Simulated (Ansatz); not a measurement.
**Dielectric function and optical constants of BN**

Aim: the dielectric function of BN, and the optical constants that follow from it. The cell comes from an older database entry, whose edges can differ from later determinations, mostly by under a per cent.

Method: DFT, PBE, plane-wave PAW, default files, scalar-relativistic, independent-particle optical response without local fields, in Ansatz 0.2.0.

Report form: inputs, costs, results and the conclusion, without the logs.

The database entry behind the starting cell differs from other determinations of this structure, so it need not match the best structure at room temperature.

**1. Set-up**

The structure is hexagonal, space group P6_3/mmc (No. 194). Conventional cell: a = 2.498 Å, b = 2.498 Å, c = 6.636 Å, α = 90.00°, β = 90.00°, γ = 120.00°. Nearest to N lie 3 B at 1.44 Å. Nearest to B lie 3 N at 1.44 Å. Farther neighbours, and contacts between anions beyond the nearest, are not listed.

**2. Ground state and bands**

The self-consistent density comes first; it also tells whether there is a gap, which decides the occupations and the need for a Drude term.

This step: DFT, PBE, plane-wave PAW, default files, scalar-relativistic, ground state (Ansatz 0.2.0).

Contents of input.yaml:

```yaml
crystal:
  lattice:
    - [2.49824, 0.0, 0.0]
    - [-1.24912, 2.1635393048, 0.0]
    - [0.0, 0.0, 6.6357]
  atoms:
    - { symbol: "N", position: [0.6666666667, 0.3333333333, 0.25] }
    - { symbol: "N", position: [0.3333333333, 0.6666666667, 0.75] }
    - { symbol: B, position: [0.6666666667, 0.3333333333, 0.75] }
    - { symbol: B, position: [0.3333333333, 0.6666666667, 0.25] }
kpoints:
  mp_grid: { grid: [10, 10, 4] }
  band_path:
    path:
      - [[0.0, 0.0, 0.0], [0.5, 0.0, 0.0], [0.33333333, 0.33333333, 0.0], [0.0, 0.0, 0.0], [0.0, 0.0, 0.5], [0.5, 0.0, 0.5], [0.33333333, 0.33333333, 0.5], [0.0, 0.0, 0.5]]
      - [[0.5, 0.0, 0.5], [0.5, 0.0, 0.0]]
      - [[0.33333333, 0.33333333, 0.0], [0.33333333, 0.33333333, 0.5]]
    npoints: 6
scf:
  occupations: { method: fermi_dirac, width: 0.05 }
  n_extra_bands: 8
hamiltonian:
  xc: pbe
  pseudopotentials: { kind: paw }
output:
  forces: true
  stress: true
  populations: true
  write_bands: true
  write_density: true
  write_potential: true
  elf: true
  volumetric_format: npy
```

Launch:

```bash
ansatz run input.yaml --threads 4 --pin off --max-ram 8192MiB --backend cpu --events-out ev --progress --plain --runs-dir out
```

The job ended after 0.81 s (4 threads of Arm Neoverse V1, shared host; peak memory 0.3 GiB).

This step gave:

```
free energy                  : -1084.8018 eV
Fermi energy                 : 6.986 eV
gap by band count            : 4.252 eV
electrons                    : 16
symmetry operations          : 24
pressure                     : 5.078 GPa
gap on the k-mesh            : 4.252 eV
volume                       : 35.87 Å³
gap on the path              : 4.264 eV
least direct gap on the path : 4.664 eV
```

There is a gap, 4.26 eV on the path, so no carriers' term is needed. The cell is left with a pressure of 5.1 GPa, as it stands unrelaxed at this level.

Electronic bands along the path, in eV, zero at the Fermi level; v1 is the highest filled band, c1 the lowest empty one:

| point | v4 | v3 | v2 | v1 | c1 | c2 | c3 | c4 |
| --- | --- | --- | --- | --- | --- | --- | --- | --- |
| Γ | -3.51 | -3.51 | -3.48 | -3.48 | 3.07 | 8.16 | 9.44 | 9.44 |
| halfway | -6.80 | -5.16 | -5.10 | -4.87 | 4.91 | 6.64 | 7.17 | 8.47 |
| M | -6.35 | -6.29 | -3.64 | -2.63 | 2.10 | 3.48 | 7.41 | 7.85 |
| halfway | -7.70 | -7.63 | -3.20 | -2.36 | 2.34 | 3.30 | 9.11 | 9.89 |
| K | -9.34 | -9.34 | -2.27 | -2.27 | 2.69 | 2.69 | 8.62 | 11.09 |
| halfway | -6.27 | -6.12 | -6.07 | -4.42 | 5.60 | 6.25 | 6.29 | 10.10 |
| Γ | -3.51 | -3.51 | -3.48 | -3.48 | 3.07 | 8.16 | 9.44 | 9.44 |
| halfway | -3.51 | -3.51 | -3.48 | -3.48 | 3.78 | 7.26 | 9.46 | 9.46 |
| A | -3.50 | -3.50 | -3.50 | -3.50 | 5.45 | 5.45 | 9.50 | 9.50 |
| halfway | -5.91 | -5.91 | -5.13 | -5.13 | 6.04 | 6.04 | 8.18 | 8.18 |
| L | -6.32 | -6.32 | -3.12 | -3.12 | 2.57 | 2.57 | 7.81 | 7.81 |
| halfway | -7.67 | -7.67 | -2.74 | -2.74 | 2.62 | 2.62 | 9.80 | 9.80 |
| H | -9.35 | -9.35 | -2.19 | -2.19 | 2.47 | 2.47 | 9.85 | 9.85 |
| halfway | -6.11 | -6.11 | -5.41 | -5.41 | 5.82 | 5.82 | 8.71 | 8.71 |
| A | -3.50 | -3.50 | -3.50 | -3.50 | 5.45 | 5.45 | 9.50 | 9.50 |
| jump to L | -6.32 | -6.32 | -3.12 | -3.12 | 2.57 | 2.57 | 7.81 | 7.81 |
| halfway | -6.34 | -6.29 | -3.48 | -2.76 | 2.19 | 3.16 | 7.58 | 7.86 |
| M | -6.35 | -6.29 | -3.64 | -2.63 | 2.10 | 3.48 | 7.41 | 7.85 |
| jump to K | -9.34 | -9.34 | -2.27 | -2.27 | 2.69 | 2.69 | 8.62 | 11.09 |
| halfway | -9.35 | -9.35 | -2.23 | -2.23 | 2.58 | 2.58 | 8.94 | 11.12 |
| H | -9.35 | -9.35 | -2.19 | -2.19 | 2.47 | 2.47 | 9.85 | 9.85 |

Electrostatic potential energy in the ac plane at fractional y = 0.333, with atoms of N and B within 0.2 Å of it. With pseudopotentials it is smooth inside the atoms' cores, unlike the true potential.

Values in eV, 24 rows by 13 columns, each cell a mean:
```
 10  10  10  10  10  10  10   9   9   9   9  10  10
  9  10  10  10  10   9   8   8   7   7   7   8   9
  8   8   9   9   8   7   5   3   1   1   2   4   6
  5   6   6   6   5   3  -2 -11 -18 -19 -14  -5   2
  1   2   1   1   1  -3 -16 -34 -45 -47 -39 -22  -6
 -1  -2  -4  -4  -3  -8 -27 -47 -52 -52 -52 -34 -12
  0   0  -2  -2  -1  -5 -21 -41 -50 -51 -46 -28  -9
  4   5   5   5   4   2  -5 -17 -26 -27 -20  -9   0
  7   8   8   8   7   6   4   0  -2  -3  -1   3   5
  9   9  10   9   9   8   8   6   6   6   6   7   8
 10  10  10  10  10  10   9   9   9   9   9   9  10
 10  10  10  10  10  10  10  10  10  10  10  10  10
 10  10  10  10  10  10  10  10  10  10  10  10  10
  9   9   9   9   9  10  10  10  10  10  10  10  10
  8   7   7   7   8   8   8   7   6   5   6   7   8
  5   4   4   4   4   5   1  -8 -16 -17 -11  -2   4
  1   0  -1  -1   1  -2 -16 -35 -46 -47 -39 -22  -5
 -1  -3  -5  -5  -2  -8 -28 -50 -52 -52 -52 -36 -13
  0  -2  -3  -3  -1  -5 -22 -43 -52 -52 -47 -29  -9
  4   3   2   3   3   3  -3 -15 -24 -26 -19  -7   2
  7   7   6   6   7   7   7   5   2   1   4   6   7
  9   9   8   9   9   9   9   9   9   9   9   9   9
 10  10  10  10  10  10  10  10  10  10  10  10  10
 10  10  10  10  10  10  10  10  10  10  10  10  10
```
Atoms in or near the plane, at fractional coordinates: N at (0.67, 0.25), B at (0.67, 0.75).

ELF in the ac plane at fractional y = 0.333, with atoms of N and B within 0.2 Å of it. It is the smooth field of the valence electrons, not physical close to the nuclei.

Ten even steps from '0' (0.00) to '9' (0.83), each cell a mean:
```
0000000000000
2222222211122
5555554333345
7777776422357
8878887300168
9888997200059
9878887300168
7777776411357
6656655433345
3333333222223
0111100000000
0000000000000
0000001122111
2111234566553
5322468888887
7434689999999
8534899855799
9635899510489
9634899733699
7534799988999
6323578999987
3111246677765
0000012233221
0000000000000
```
Atoms in or near the plane, at fractional coordinates: N at (0.67, 0.25), B at (0.67, 0.75).

**3. Spectrum**

With the density converged, the vertical transitions are summed over the zone.

This step: DFT, PBE, plane-wave PAW, default files, scalar-relativistic, independent-particle optical response without local fields (Ansatz 0.2.0).

input.yaml, the sections that differ from step 2:

```yaml
kpoints:
  mp_grid: { grid: [10, 10, 4] }
scf:
  occupations: { method: fixed }
output:
  optics:
    e_range: [0, 22]
    de: 0.05
    sigma: 0.2
    nscf_kmesh: { grid: [15, 15, 5] }
    bands: { spectra_wanted_up_to: 22 }
# crystal, hamiltonian: as in step 2
```

The job ended after 8.3 s (4 threads; peak memory 0.58 GiB; 31 s of CPU time).

Numbers from this step:

```
electronic dielectric constant ε∞, mean of the axes                                   : 4.232
absorption onset, first axis (α over 10⁴ cm⁻¹, or the direct gap if that lies higher) : 4.691 eV
main peak of Im epsilon, first axis                                                   : 5.721 eV
least direct gap on the mesh                                                          : 4.691 eV
bands summed                                                                          : 30
spectra valid up to                                                                   : 33.29 eV
program's estimate of the k-sum error in Im epsilon                                   : 0.15 %
electrons in the f-sum                                                                : 13.19
```

Im ε against photon energy; read off at these points:

```
photon energy (eV)  E ∥ x or y  E ∥ z
              4.00           0      0
              4.50       0.684  0.170
              5.00        6.84   1.34
              5.50        11.0   1.08
              5.70        13.6  0.970
              6.00        10.4  0.821
              6.50        4.82  0.611
              7.00        2.95  0.456
              7.50        2.00  0.366
              8.00        1.43  0.328
              8.50        1.07  0.324
              9.00       0.841  0.374
              9.50       0.687   2.64
             10.00       0.592   7.75
             10.50       0.539   5.53
             11.00       0.701   4.14
             11.50       0.715   3.67
             12.00       0.660   2.41
             12.50       0.796   1.51
             13.00        3.68   3.22
             13.50        7.88   5.84
             13.60        7.93   5.94
             14.00        8.95   3.95
             14.15        9.35   3.40
             14.50        7.06   2.89
             15.00        5.19   1.04
             15.50        4.14  0.880
             16.00        3.40  0.729
             16.50        3.01  0.614
             17.00        2.85  0.576
             17.50        2.42  0.620
             18.00        2.20   1.27
             18.50        1.89   1.43
             19.00        1.65   1.15
             19.50        1.47   1.17
             20.00        1.33   1.19
             20.50        1.20  0.977
             21.00        1.08  0.873
             21.50        1.01  0.643
             22.00       0.798  0.465
```

Re ε against photon energy:

```
photon energy (eV)  E ∥ x or y    E ∥ z
                 0        4.84     3.02
                 1        4.92     3.04
                 2        5.19     3.11
                 3        5.80     3.24
                 4        7.44     3.57
                 5        10.1     3.67
                 6       -1.46     3.03
                 7      -0.845     3.26
                 8       0.475     3.92
                 9        1.41     5.58
                10        2.23     4.52
                11        3.14    0.965
                12        4.22    0.334
                13        8.77     3.65
                14        3.00    -1.50
                15       -1.29    -1.11
                16       -1.20  -0.0549
                17       -1.03    0.598
                18      -0.959     1.38
                19      -0.881    0.591
                20      -0.708    0.453
                21      -0.582    0.382
                22      -0.554    0.538
```

Values under 1 per cm are given as 1. The absorption coefficient by photon energy:

| photon energy (eV) | E ∥ x or y (1/cm) | E ∥ z (1/cm) |
| --- | --- | --- |
| 0.0 | 1 | 1 |
| 0.5 | 1 | 1 |
| 1.0 | 1 | 1 |
| 1.5 | 1 | 1 |
| 2.0 | 1 | 1 |
| 2.5 | 1 | 1 |
| 3.0 | 1 | 1 |
| 3.5 | 1 | 1 |
| 4.0 | 1 | 1 |
| 4.5 | 47641 | 18900 |
| 5.0 | 5.2e5 | 1.7e5 |
| 5.5 | 9.2e5 | 1.7e5 |
| 6.0 | 1.5e6 | 1.4e5 |
| 6.5 | 1.2e6 | 1.1e5 |
| 7.0 | 9.9e5 | 89379 |
| 7.5 | 7.8e5 | 73821 |
| 8.0 | 5.8e5 | 67086 |
| 8.5 | 4.2e5 | 65830 |
| 9.0 | 3.1e5 | 72153 |
| 9.5 | 2.4e5 | 4.3e5 |
| 10.0 | 2.0e5 | 1.5e6 |
| 10.5 | 1.7e5 | 1.6e6 |
| 11.0 | 2.2e5 | 1.4e6 |
| 11.5 | 2.2e5 | 1.4e6 |
| 12.0 | 1.9e5 | 1.2e6 |
| 12.5 | 2.1e5 | 6.7e5 |
| 13.0 | 8.0e5 | 1.0e6 |
| 13.5 | 2.0e6 | 2.1e6 |
| 14.0 | 2.5e6 | 2.4e6 |
| 14.5 | 3.0e6 | 2.4e6 |
| 15.0 | 2.8e6 | 1.7e6 |
| 15.5 | 2.6e6 | 1.3e6 |
| 16.0 | 2.5e6 | 1.0e6 |
| 16.5 | 2.4e6 | 7.5e5 |
| 17.0 | 2.5e6 | 5.9e5 |
| 17.5 | 2.4e6 | 5.4e5 |
| 18.0 | 2.4e6 | 9.1e5 |
| 18.5 | 2.4e6 | 1.3e6 |
| 19.0 | 2.3e6 | 1.1e6 |
| 19.5 | 2.2e6 | 1.2e6 |
| 20.0 | 2.1e6 | 1.3e6 |
| 20.5 | 2.1e6 | 1.2e6 |
| 21.0 | 2.0e6 | 1.1e6 |
| 21.5 | 2.0e6 | 9.6e5 |
| 22.0 | 1.9e6 | 6.6e5 |

Table of reflectivity at normal incidence by photon energy; read off at these points:

```csv
photon energy (eV),E ∥ x or y (%),E ∥ z (%)
0.0,14.1,7.26
1.0,14.3,7.34
2.0,15.2,7.61
3.0,17.1,8.18
4.0,21.5,9.49
5.0,32.8,11.5
6.0,46.0,8.18
7.0,31.7,8.51
8.0,11.5,10.9
9.0,3.35,16.5
10.0,4.65,31.5
11.0,8.38,23.9
12.0,12.3,18.7
13.0,27.0,17.4
14.0,35.3,38.2
14.4,40.6,38.8
14.8,38.6,52.3
15.0,38.1,47.1
16.0,35.5,19.6
17.0,33.7,3.98
18.0,33.4,5.98
19.0,34.2,8.30
20.0,33.0,10.1
21.0,32.5,8.90
22.0,36.7,3.96
```

The loss function −Im 1/ε at q → 0 has structure finer than the step of the table below, so its rows give means over 1 eV. Peaks (eV: height): E ∥ x or y 8.1: 0.629; E ∥ z 12.2: 0.463, 16.2: 1.47, 21.5: 1.21.

Loss function −Im 1/ε at q → 0 against energy loss; means over each step:

| energy loss (eV) | E ∥ x or y | E ∥ z |
| --- | --- | --- |
| 3 | 0 | 0 |
| 4 | 4.7e-4 | 7.2e-4 |
| 5 | 0.0400 | 0.0735 |
| 6 | 0.102 | 0.0823 |
| 7 | 0.323 | 0.0431 |
| 8 | 0.584 | 0.0216 |
| 9 | 0.324 | 0.0156 |
| 10 | 0.116 | 0.0985 |
| 11 | 0.0651 | 0.223 |
| 12 | 0.0378 | 0.364 |
| 13 | 0.0457 | 0.164 |
| 14 | 0.105 | 0.218 |
| 15 | 0.181 | 0.504 |
| 16 | 0.262 | 1.29 |
| 17 | 0.317 | 0.885 |
| 18 | 0.380 | 0.427 |
| 19 | 0.471 | 0.680 |
| 20 | 0.587 | 0.762 |
| 21 | 0.720 | 1.01 |

At chosen wavelengths:

| wavelength (nm) | n xy | k xy | R (%) xy | 1/α xy | n z | k z | R (%) z | 1/α z |
| --- | --- | --- | --- | --- | --- | --- | --- | --- |
| 800 | 2.24 | 0.000 | 14.7 | over 1 mm | 1.75 | 0.000 | 7.5 | over 1 mm |
| 633 | 2.27 | 0.000 | 15.1 | over 1 mm | 1.76 | 0.000 | 7.6 | over 1 mm |
| 450 | 2.37 | 0.000 | 16.5 | over 1 mm | 1.79 | 0.000 | 8.0 | over 1 mm |
| 405 | 2.42 | 0.000 | 17.2 | over 1 mm | 1.80 | 0.000 | 8.2 | over 1 mm |
| 365 | 2.50 | 0.000 | 18.3 | over 1 mm | 1.83 | 0.000 | 8.5 | over 1 mm |
| 248 | 3.34 | 1.025 | 32.8 | 19 nm | 1.95 | 0.343 | 11.5 | 58 nm |
| 193 | 1.35 | 1.975 | 42.7 | 7.8 nm | 1.76 | 0.182 | 8.0 | 85 nm |

Rows near the edge hang on the gap, which this functional as a rule makes too small, and phonon-assisted absorption over an indirect gap is left out.

Through 1 µm of it, D65 light comes out colourless (x = 0.314, y = 0.331; 77 % transmitted).

At 1064 nm the birefringence n(z) − n(x) is -0.479: the crystal is uniaxial negative at this level.

The first strong peak, at 5.72 eV, fits the second-highest filled and the lowest empty band, which run nearly parallel at that distance over 78 % of L–M; the match rests on energies alone.

The f-sum over the summed bands holds 13.2 of the cell's 16 electrons outside the frozen cores, 4 of which lie in bands more than 12 eV below the Fermi level, whose transitions come at higher energies. Up to 22 eV the strength has a mean oscillator energy of 10.5 eV, well above the main peak, so higher transitions carry much of it.

**4. Static response with local fields**

A static field by perturbation theory: the induced potential is included, and the Born charges come with it.

This step: DFT, PBE, plane-wave PAW, default files, scalar-relativistic, static field response by perturbation theory with local fields (Ansatz 0.2.0).

input.yaml: that of step 3 with these lines changed.

```diff
@@ -17,8 +17,2 @@
   pseudopotentials: { kind: paw }
-output:
-  optics:
-    e_range: [0, 22]
-    de: 0.05
-    sigma: 0.2
-    nscf_kmesh: { grid: [15, 15, 5] }
-    bands: { spectra_wanted_up_to: 22 }
+dielectric: {}
```

Elapsed: 14 s, on 4 threads; peak memory 0.47 GiB.

Read from the output:

```
electronic dielectric constant ε∞, mean of the axes : 4.057
```

ε∞ with local fields:

```
4.74 0.00 0.00
0.00 4.74 0.00
0.00 0.00 2.69
```

Diagonal elements. Born, by row:

```csv
atom,Z*xx (e),Z*yy (e),Z*zz (e)
N1,-2.711,-2.711,-0.744
N2,-2.711,-2.711,-0.744
B3,2.711,2.711,0.744
B4,2.711,2.711,0.744
```

Mean Born charges are N -2.06 and B +2.06, against formal valences of -3 and +3. They are far from isotropic: N has -2.71, -2.71 and -0.74 along x, y and z.

**5. Summary of results**

```
gap on the path                                                                         : 4.26 eV
least direct gap on the path                                                            : 4.66 eV
electronic dielectric constant ε∞, mean of the axes (independent particles)             : 4.23
absorption onset, first axis (α over 10⁴ cm⁻¹, or the direct gap if that lies higher)   : 4.69 eV
main peak of Im epsilon, first axis                                                     : 5.72 eV
electronic dielectric constant ε∞, mean of the axes (static response with local fields) : 4.06
```

At this level (PBE, independent particles) BN has a mean ε∞ = 4.23 (4.06 with local fields) and n = 2.21 at 1550 nm (E ∥ x); absorption sets in near 4.7 eV, and Im ε peaks at 5.7 eV (E ∥ x). The gap is indirect (4.26 eV), so absorption without phonons can begin only at the direct gap of 4.66 eV. Lines 0.2 eV wide carry a tail of absorption under the direct gap, past the threshold already at 4.39 eV. Absorption is strong from the direct gap on, 4.69 eV, in the ultraviolet, so the visible is passed. Im ε has its chief maxima at 5.72 eV (14) and 14.14 eV (9.4) for E ∥ x or y. The first strong peak, at 5.72 eV, fits the second-highest filled and the lowest empty band, which run nearly parallel at that distance over 78 % of L–M; the match rests on energies alone. Through 1 µm of it, D65 light comes out colourless (x = 0.314, y = 0.331; 77 % transmitted). At 1064 nm the birefringence n(z) − n(x) is -0.479: the crystal is uniaxial negative at this level. In the base spectrum excitons and phonon-assisted transitions are missing, and so are local fields; PBE gaps are as a rule too small, which pulls the onset down and ε∞ up. In the base run ε includes the program's bounded estimate of what the bands above those summed add.

[Long decimals in the printed logs are rounded to 6 places.]

[Logs are printed without paths, hosts, clocks, repeated set-up lines and the standing remarks that a program may print on its own settings, such as how far it seeks lower states.]

[Hosts, paths, dates, database ids (printed as entryN), source tags and the programs' standing remarks are cut or masked in the printed files.]

[Where the starting crystal was built by hand or by swapping elements, it need not be the compound's stable phase.]

[The count of steps not shown may lack steps that the program refused or didn't finish.]
